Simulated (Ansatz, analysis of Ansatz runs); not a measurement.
# Migration in K3BrCl2 (P-3m1): V_K hop (4.5 Å), charge −1, part 2 of 2

Wanted: path and barrier of a jump of K in K3BrCl2 (P-3m1) at charge −1. The case: V_K hop (4.5 Å), in a cell of 54 host atoms with 1 K taken out.

Ansatz 0.2.0; plane-wave PAW DFT, PBEsol; nudged elastic band between two relaxed defect structures at fixed charge in a uniform background.

So far: The starting structure; Relaxation of the start point, charge −1; Relaxation of the end point, charge −1.

## (4) Nudged elastic band, charge −1

3 movable images are laid between the ends on a pair-potential path, which keeps atoms from colliding in the first guess. Each image feels the true force across the path and a spring force along it. The highest image is set to climb to the top of the path.

This step: plane-wave PAW DFT, PBEsol; nudged elastic band between two relaxed defect structures at fixed charge in a uniform background.

Input file qm1_c54k1s.neb/input.yaml:

```yaml
crystal:
  lattice:
    - [13.44809205, 9.0e-08, 0.0]
    - [-6.7240461, 11.64638931, 0.0]
    - [0.0, 0.0, 11.00082975]
  atoms:
    - { symbol: K, position: [-0.0056458, -0.00587277, 0.50021256] }
    - { symbol: K, position: [0.1126933, 0.22122962, 0.17878208] }
    - { symbol: K, position: [0.22144195, 0.11251301, 0.82055869] }
    - { symbol: Br, position: [-3.633e-05, 0.00011274, -0.00013581] }
    - { symbol: Cl, position: [0.11144738, 0.22300652, 0.65951779] }
    - { symbol: Cl, position: [0.2230533, 0.11105172, 0.34004191] }
    - { symbol: K, position: [-0.0002557, 0.33330525, 0.49944901] }
    - { symbol: K, position: [0.11282273, 0.55808836, 0.17895767] }
    - { symbol: K, position: [0.2187342, 0.44254762, 0.82498859] }
    - { symbol: Br, position: [0.00039845, 0.33352849, 0.00497028] }
    - { symbol: Cl, position: [0.1111703, 0.55561738, 0.65926303] }
    - { symbol: Cl, position: [0.22099807, 0.44388792, 0.33725127] }
    - { symbol: K, position: [-0.00536364, 0.66681306, 0.4993473] }
    - { symbol: K, position: [0.11518044, 0.89108565, 0.17481113] }
    - { symbol: K, position: [0.22110283, 0.77554249, 0.82046903] }
    - { symbol: Br, position: [-6.77e-06, 0.66693914, -6.824e-05] }
    - { symbol: Cl, position: [0.11283137, 0.89023928, 0.6623862] }
    - { symbol: Cl, position: [0.22252637, 0.77833228, 0.34042844] }
    - { symbol: K, position: [0.33361728, 8.071e-05, 0.50030976] }
    - { symbol: K, position: [0.44275403, 0.21898848, 0.17448547] }
    - { symbol: K, position: [0.5584897, 0.11266951, 0.82106764] }
    - { symbol: Br, position: [0.33363057, 0.00033447, -0.00541716] }
    - { symbol: Cl, position: [0.44392416, 0.22122941, 0.66225662] }
    - { symbol: Cl, position: [0.55561629, 0.11089539, 0.34077609] }
    - { symbol: K, position: [0.33921511, 0.33895718, 0.49991471] }
    - { symbol: K, position: [0.44947533, 0.55838453, 0.18365977] }
    - { symbol: K, position: [0.55847635, 0.44992642, 0.81555202] }
    - { symbol: Br, position: [0.33391419, 0.3339955, -0.00026329] }
    - { symbol: Cl, position: [0.43013071, 0.54854331, 0.67080959] }
    - { symbol: Cl, position: [0.54871805, 0.43000049, 0.32862901] }
    - { symbol: K, position: [0.33919621, 0.6667336, 0.50023062] }
    - { symbol: K, position: [0.44314548, 0.89126711, 0.17490042] }
    - { symbol: K, position: [0.55778963, 0.77489684, 0.81628452] }
    - { symbol: Br, position: [0.33403551, 0.66693918, -0.00043783] }
    - { symbol: Cl, position: [0.44383861, 0.88943087, 0.66198788] }
    - { symbol: Cl, position: [0.54834825, 0.78502419, 0.32848927] }
    - { symbol: K, position: [0.66668969, -0.00561074, 0.49989296] }
    - { symbol: K, position: [0.77591174, 0.2213865, 0.17899386] }
    - { symbol: K, position: [0.89110356, 0.11470993, 0.82509769] }
    - { symbol: Br, position: [0.66681386, 0.00010453, 0.0001169] }
    - { symbol: Cl, position: [0.77846026, 0.22280734, 0.65889823] }
    - { symbol: Cl, position: [0.88964848, 0.11221771, 0.33754315] }
    - { symbol: K, position: [0.66697325, 0.33876186, 0.49964292] }
    - { symbol: K, position: [0.77520932, 0.55814613, 0.18336684] }
    - { symbol: K, position: [0.89099425, 0.44323873, 0.82525439] }
    - { symbol: Br, position: [0.66697955, 0.33350694, -0.00030607] }
    - { symbol: Cl, position: [0.78549436, 0.54858339, 0.67106774] }
    - { symbol: Cl, position: [0.8897135, 0.44366575, 0.33712412] }
    - { symbol: K, position: [0.7754627, 0.88412658, 0.18406695] }
    - { symbol: K, position: [0.88407263, 0.77532995, 0.81625984] }
    - { symbol: Br, position: [0.66701707, 0.66686531, -8.865e-05] }
    - { symbol: Cl, position: [0.78534296, 0.90372594, 0.67097583] }
    - { symbol: Cl, position: [0.90414924, 0.7853364, 0.32894789] }
total_charge: -1
basis:
  ecutwfc: 420
  xc_grid: 2
hamiltonian:
  xc: pbesol
kpoints:
  mp_grid: { grid: [1, 1, 1], shift: [0.25, 0.25, 0.25] }
scf:
  occupations: { method: fixed }
  max_iter: 150
output:
  forces: true
neb:
  images: 3
  f_tol: 0.04
  climbing: true
  initial_path: idpp
  max_iterations: 45
  order_check: false
  final_atoms:
    - { symbol: K, position: [0.00584803, 0.00577236, 0.4998907] }
    - { symbol: K, position: [0.11609864, 0.22459146, 0.18420479] }
[... 9 atom lines left out ...]
    - { symbol: Cl, position: [0.21527465, 0.45150905, 0.3294247] }
[... 10 atom lines left out ...]
    - { symbol: Cl, position: [0.45162963, 0.21522698, 0.67030614] }
[... 1 atom line left out ...]
    - { symbol: K, position: [0.66133955, 0.66123982, 0.49986145] }
    - { symbol: K, position: [0.44206643, 0.5507281, 0.18397185] }
    - { symbol: K, position: [0.55071934, 0.44201183, 0.8157081] }
[... 1 atom line left out ...]
    - { symbol: Cl, position: [0.45200384, 0.57005356, 0.6704354] }
    - { symbol: Cl, position: [0.57016886, 0.4519721, 0.32923798] }
    - { symbol: K, position: [0.333532, 0.66099517, 0.49991613] }
[... 1 atom line left out ...]
    - { symbol: K, position: [0.55741896, 0.78127235, 0.82521225] }
[... 2 atom lines left out ...]
    - { symbol: Cl, position: [0.55616824, 0.77921602, 0.33736617] }
[... 6 atom lines left out ...]
    - { symbol: K, position: [0.66109319, 0.33344469, 0.49978455] }
[... 3 atom lines left out ...]
    - { symbol: Cl, position: [0.77934226, 0.55613519, 0.66234812] }
[... 5 atom lines left out ...]
    - { symbol: Cl, position: [0.88949214, 0.77804097, 0.33986583] }
```

On the command line:

```sh
$ ansatz run input.yaml --threads 32 --pin off --max-ram 84787MiB --backend cuda --events-out ev --progress --plain --runs-dir out --max-vram 78GiB
```

Numbers of over 12 decimals in the logs are rounded to 6 here.

Log:

```text
Warning: neb: disabling space-group detection — the band's intermediate images generally break the endpoint symmetry, so the full k-mesh is solved, and no spatial operation symmetrises the density, ex [...]
[...]
Crystal: 53 atoms, lattice volume = 1722.969 Å³
Basis set: ecut = 420 eV, 33637 PW (Γ), exchange–correlation on 180×180×150 points (8 copies of the dense FFT grid, shifted against one another)
Bands: 265, of which v1, the nominal top of the filled ones, is band 212 counted from 1 (211 counted from 0)
[...]
k-points: 1
[...]
SCF iter   1: F=—  HF=-83235.183114 eV  |F-HF|=—  |Δ(HF+E_count)|=         —  Δρ=4.50e-3  dr2=4.55e-1  ethr=1.77e-3  ⟨swp⟩=5.0  Hψ=888  notcnv=0  defer=50
[...]
SCF iter   2: F=—  HF=-83235.024770 eV  |F-HF|=—  |Δ(HF+E_count)|=   1.58e-1  Δρ=1.60e-3  dr2=6.22e-2  ethr=1.07e-4  ⟨swp⟩=5.0  Hψ=499  notcnv=0  defer=51
[...]
SCF iter   7: F=-83235.009402 eV  HF=-83235.009401 eV  |F-HF|=1.38e-7  |Δ(HF+E_count)|=   1.18e-6  Δρ=2.08e-6  dr2=8.28e-8  ethr=2.36e-11  ⟨swp⟩=5.0  Hψ=902  notcnv=0
SCF 1 converged in 7 iterations: F = -83235.009402 eV  dr2 = 8.28e-8
[...]
SCF 9 converged in 6 iterations: F = -83234.665033 eV  dr2 = 3.62e-8
[...]
SCF 10 converged in 6 iterations: F = -83234.321907 eV  dr2 = 6.99e-8
[...]
SCF 22 converged in 6 iterations: F = -83234.340797 eV  dr2 = 5.84e-9
[...]
SCF converged after 6 iterations
[...]
```

Wall time 9.7 s (1 × NVIDIA GB200 with 32 threads of Arm Neoverse V2, shared host); peak memory 2.2 GiB; 37 s of CPU time.

The column dr2 measures how far the density is from self-consistency, as an energy; F and HF (Harris–Foulkes) agree once it is small.

The path, image by image:

```
image  path (Å)  energy (eV)     K25: x, y, z (Å)
    0     0.000       0.0000  2.283, 3.948, 5.499
    1     1.281       0.3610  2.687, 4.883, 5.420
    2     2.572       0.6680  2.961, 6.057, 5.168
    3     3.862       0.3610  3.841, 6.882, 5.420
    4     5.144      -0.0010  4.448, 7.701, 5.499
```

This step gave:

* free energy: -83234.3408 eV
* barrier forward: 0.6686 eV
* barrier backward: 0.6694 eV
* end less start: -7.95e-4 eV
* hop length: 4.333 Å

Track of the atom that was set to move:

| image | x (Å) | y (Å) | z (Å) | nearest neighbour | distance (Å) |
| --- | --- | --- | --- | --- | --- |
| 0 | 2.283 | 3.948 | 5.499 | Cl | 3.087 |
| 1 | 2.687 | 4.883 | 5.42 | Cl | 2.888 |
| 2 | 2.961 | 6.057 | 5.168 | Cl | 2.823 |
| 3 | 3.841 | 6.882 | 5.42 | Cl | 2.888 |
| 4 | 4.448 | 7.701 | 5.499 | Cl | 3.082 |

The band met its tolerance of 0.04 eV/Å after 8 iterations, with image 2 on top (the start counts as 0). K25, which moves farthest between the ends, has 6 Cl at 3.09 to 3.18 Å nearest at the start and 4 Cl at 2.82 to 3.22 Å at the top. In at least one step between neighbouring images a covalent bond changes partner or an atom goes far. The images sample such a step coarsely, so the top may lie higher.

## (5) Outcome

| Item | Value |
| --- | --- |
| barrier forward | 0.67 eV (in doubt, see below) |
| barrier backward | 0.67 eV |
| end less start | 0.00 eV |
| hop length | 4.33 Å |
| band iterations, as the log counts them | 8 |

**Reading.** The top of the band lies 0.67 eV above the start and 0.67 eV above the end, which are alike in energy and neighbours. In at least one step between neighbouring images a covalent bond changes partner or an atom goes far. The images sample such a step coarsely, so the top may lie higher. At the top K25 stands 2.82 Å from its nearest Cl, 0.26 Å closer than at the start. The order of the top as a saddle was not checked for all atoms, so a bent path could be lower. No image-charge correction is applied; it largely cancels along a path if the charge stays localised alike. Keep in mind: one k-point off the zone centre stands for the whole zone.

[Logs are printed without paths, hosts, clocks, repeated set-up lines and the standing remarks that a program may print on its own settings, such as how far it seeks lower states.]

[Hosts, paths, dates, database ids (printed as entryN), source tags and the programs' standing remarks are cut or masked in the printed files.]
